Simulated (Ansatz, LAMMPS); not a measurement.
# Gap against volume in glassy CaAl2Si2O8 (130 atoms)

Density of this cell: 2.74 g/cm³. The cell holds 130 atoms: 20 Al, 10 Ca, 80 O and 20 Si. Its edges and angles: a = 11.920 Å, b = 12.009 Å, c = 11.787 Å, α = 89.7°, β = 88.9°, γ = 91.3°. The starting structure: 130 atoms (20 Al, 10 Ca, 80 O, 20 Si) placed at random at 2.71 g/cm³, melted at 4500 K for 20 ps at fixed volume with the Morse and Coulomb pair potential with partial charges (Pedone, Malavasi, Menziani, Cormack and Segre, J. Phys. Chem. B 110, 11780 (2006)). Quenched from 4500 K to 300 K at 10 K/ps and fixed volume, held 5 ps.

Calculated with Ansatz 0.2.0: Kohn-Sham DFT, PBE, PAW (set soft_2), plane waves; cutoff 420 eV, Γ point, gaussian smearing of 0.05 eV. The relaxed cell was scaled evenly and the atoms were relaxed at each volume. The gap is that between the highest filled and the lowest empty Kohn-Sham level on the run's k-points.

```
volume (Å³/atom)  gap (eV)
          11.676               3.755
          12.195               3.970
          12.584               3.960
          12.973               3.886
          13.362                   ?
          13.751               3.781
```

**Question.** Fit a straight line in ln V to the rows given and interpolate to the withheld row.

**Working.**

A volume deformation potential makes the spacing linear in u = ln(V/V0), with V0 = 12.973 Å³ the relaxed volume; v is the spacing.

| u = ln(V/V0) | v (eV) |
| --- | --- |
| -0.105361 | 3.7547 |
| -0.0618747 | 3.9705 |
| -0.0304588 | 3.9604 |
| 0 | 3.8862 |
| 0.0582690 | 3.7811 |

With n = 5: mean u = -0.0278850, mean v = 3.87058, Σ(u − ū)² = 0.015364, Σ(u − ū)(v − v̄) = -0.0019231. Slope b = -0.0019231 / 0.015364 = -0.12516; intercept a = v̄ − b ū = 3.8671.

At the withheld volume u = 0.02956, and v = a + b u.

Prediction at 13.362: 3.863 eV. The run gave 3.806 eV, so the fit is high by 0.057 eV (1.5 % of the value).

The rows follow a line only loosely (correlation 0.18 in size over all rows, under the 0.97 asked here), so the slope of -0.13 eV is a mean trend and no deformation potential. Among the rows given, the largest miss of the fit is at 11.676, by 0.13 eV (58 % of the range of the table).

Limits: The table spans 16 % in volume, wide for a linear law. Semilocal functionals tend to put gaps under measured ones. Only the Γ point is sampled. Atoms move by up to 1.5 Å in these relaxations, so the structure changes along the series. Defect or tail levels can set the spacing of a disordered cell.

[Logs are printed without paths, hosts, clocks, repeated set-up lines and the standing remarks that a program may print on its own settings, such as how far it seeks lower states.]

[Hosts, paths, dates, database ids (printed as entryN), source tags and the programs' standing remarks are cut or masked in the printed files.]
